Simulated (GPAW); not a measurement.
# Surface energy and work function of Ag(111) from slabs of 3 to 12 layers (LDA)

How do energy and work function of Ag(111) films settle with thickness, and what surface energy follows?

**Method.** GPAW 26.7.0, plane waves at 450 eV with PAW setups; symmetric 1×1 slabs cut at the tabulated lattice constant (two decimals; low-temperature values for the alkali metals), atoms at bulk places, 7.5 Å of vacuum on each side, one in-plane mesh for all thicknesses, Fermi-Dirac smearing of 0.1 eV. Energies are extrapolated to zero smearing and count from the program's reference atoms. Functional LDA. The cell's area is 7.243 Å².

What came out, but for one run:

```tsv
layers	energy (eV)	work function (eV)
3	−10.6246	4.93
4	−14.5415	4.90
5	−18.4333	4.88
6	−22.3439	4.89
7	−26.2490	4.87
8	−30.1549	4.87
9	−34.0499	4.86
10	−37.9664	4.88
11	−41.8555	4.87
12	?	?
```

To predict: What surface energy do these runs give, and what energy and work function should the 12-layer slab have?

A: A slab of n layers has E(n) = nε + 2Aγ once its middle is bulk-like. A line through n = 6 to 11 has the slope ε = −3.9030 eV a layer and the intercept 2Aγ = 1.0723 eV (r.m.s. residual 4.8 meV). So γ = 1.0723 / (2 × 7.243 Å²) = 0.0740 eV/Å² = 1.19 J/m², with a standard error of about 0.01 J/m² from the scatter about the line. For 12 layers: 1.0723 + 12 × (−3.9030) = −45.764 eV; the run gives −45.773 eV, 9.7 meV under the line. The work function has no such law: from 6 to 11 layers it moves between 4.86 and 4.89 eV (mean 4.87), and the 12-layer slab gives 4.87 eV. The thinnest slab, 3 layers, lies +0.06 eV from that mean. The measured value for this face is 4.53 eV (“Anisotropic work function of elemental crystals” (2019, arxiv:1902.07811)); the unrelaxed 12-layer slab lies 0.34 eV over it.

**Limits.** The surfaces are unrelaxed, so γ is an upper bound for this functional and lattice constant. The tabulated lattice constant isn't the functional's own, which strains the slab a little.

[Logs are printed without paths, hosts, clocks, repeated set-up lines and the standing remarks that a program may print on its own settings, such as how far it seeks lower states.]
